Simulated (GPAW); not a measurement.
Computed results, one entry a study.

```
! title: NiO2 (P-3m1): G0W0 with GPAW, start to end
! method: DFT, LDA, plane waves, PAW (and 1 further level or step)
! program: GPAW 26.7.0
! settings of one run: cutoff 600 eV, GPAW PAW setups 1.2.1 data release, 6×6×4 k-mesh, nbands 153
! cost: 4 runs, 74 s in all on 4 MPI ranks of Intel Xeon Platinum 8375C at 2.90GHz (Ice Lake), shared host (the runs of this entry)
! notes: This run has no spin polarisation, although Ni can carry a moment. The cell and positions are those that the Materials Project relaxed with its own functionals (PBE, PBE+U or r2SCAN), kept fixed. Only 3 of the mesh’s irreducible points were corrected, so a valley elsewhere could overtake. Bands and cutoff are finite, so the gap is not at the basis limit. The miss can reach some tenths of an eV and take either sign; the mesh is an error of its own. The 6×6×4 mesh is coarse for this cell, which bears on the long-range parts of exchange and screening. The runs have no spin polarisation. For a closed low-spin shell that is the natural state; where a d or f shell is open it is a constraint, and the gap is then not the crystal’s own.
! LDA gap: 0.96 eV, indirect
! G0W0 gap on the mesh: 2.04 eV
! G0W0 gap over the zone (rigid shift): 2.00 eV
! GW settings: 6×6×4 mesh, 66 bands, screening to 96 eV, Godby-Needs plasmon pole
! known limits: not at the basis limit; no spin polarisation; d states lean on the start; coarse k mesh
CELL_PARAMETERS angstrom
2.79878 0.00000 0.00000
-1.39939 2.42382 0.00000
0.00000 0.00000 4.61827
ATOMIC_POSITIONS crystal
Ni 0.00000 0.00000 0.50000
O 0.66667 0.33333 0.70604
O 0.33333 0.66667 0.29396
```

[Paths, hosts, dates, memory and timing lines, banners, echoed tables and standing remarks are left out of the program output.]

[Logs are printed without paths, hosts, clocks, repeated set-up lines and the standing remarks that a program may print on its own settings, such as how far it seeks lower states.]

[Runs of the session that timed out or met a known fault of the program may be left out.]

[Hosts, paths, dates, database ids (printed as entryN), source tags and the programs' standing remarks are cut or masked in the printed files.]
